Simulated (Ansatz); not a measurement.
An input for Ansatz 0.2.0 (P (puckered monolayer)):

```yaml
crystal:
  lattice:
    - [4.44437393, 0.0, 0.0]
    - [0.0, 3.2826980345, 0.0]
    - [0.0, 0.0, 27.4]
  atoms:
    - { symbol: P, position: [0.0828742293, 0.0, 0.538556083] }
    - { symbol: P, position: [0.4171257707, 0.5, 0.538556083] }
    - { symbol: P, position: [0.5828742293, 0.5, 0.461443917] }
    - { symbol: P, position: [0.9171257707, 0.0, 0.461443917] }
  periodic: [true, true, false]
kpoints:
  mp_grid: { grid: [6, 8, 1] }
hamiltonian:
  xc: pbesol
scf:
  occupations: { method: fixed }
gw:
  n_empty_bands: 486
  ecut_chi: 66.0
  qp_bands: [v2, c2]
  qp_kpoints: band_edges
  screening: { model: contour_deformation }
```

```sh
ansatz run input.yaml --threads 2 --pin off --max-ram 92160MiB --backend cuda --events-out ev --progress --plain --runs-dir out --devices 1 --max-vram 13GiB  # rebuilt from the run's record
```

Estimate wall time and host memory on 1 × NVIDIA H100 80GB HBM3 (shared by 6 runs) with 2 threads of AMD EPYC 7R13 (Zen 3), shared host.

It took 35 s; on shared hardware allow 18 s to 71 s. Peak host memory was 3.1 GiB. The sizes that set the cost: 7855 plane waves a state, 20 irreducible k points, 496 bands summed, 485 plane waves in the screening and 6 SCF cycles.

The screening grows as filled bands × empty bands × pairs of k points, times the square of the screening basis for the matrix.

[Paths, hosts, dates, memory and timing lines, banners, echoed tables and standing remarks are left out of the program output.]

[Logs are printed without paths, hosts, clocks, repeated set-up lines and the standing remarks that a program may print on its own settings, such as how far it seeks lower states.]

[Runs of the session that timed out or met a known fault of the program may be left out.]

[Cells called generated may have been cut or substituted from an entry of the Crystallography Open Database or the Materials Project.]

[Hosts, paths, dates, database ids (printed as entryN), source tags and the programs' standing remarks are cut or masked in the printed files.]
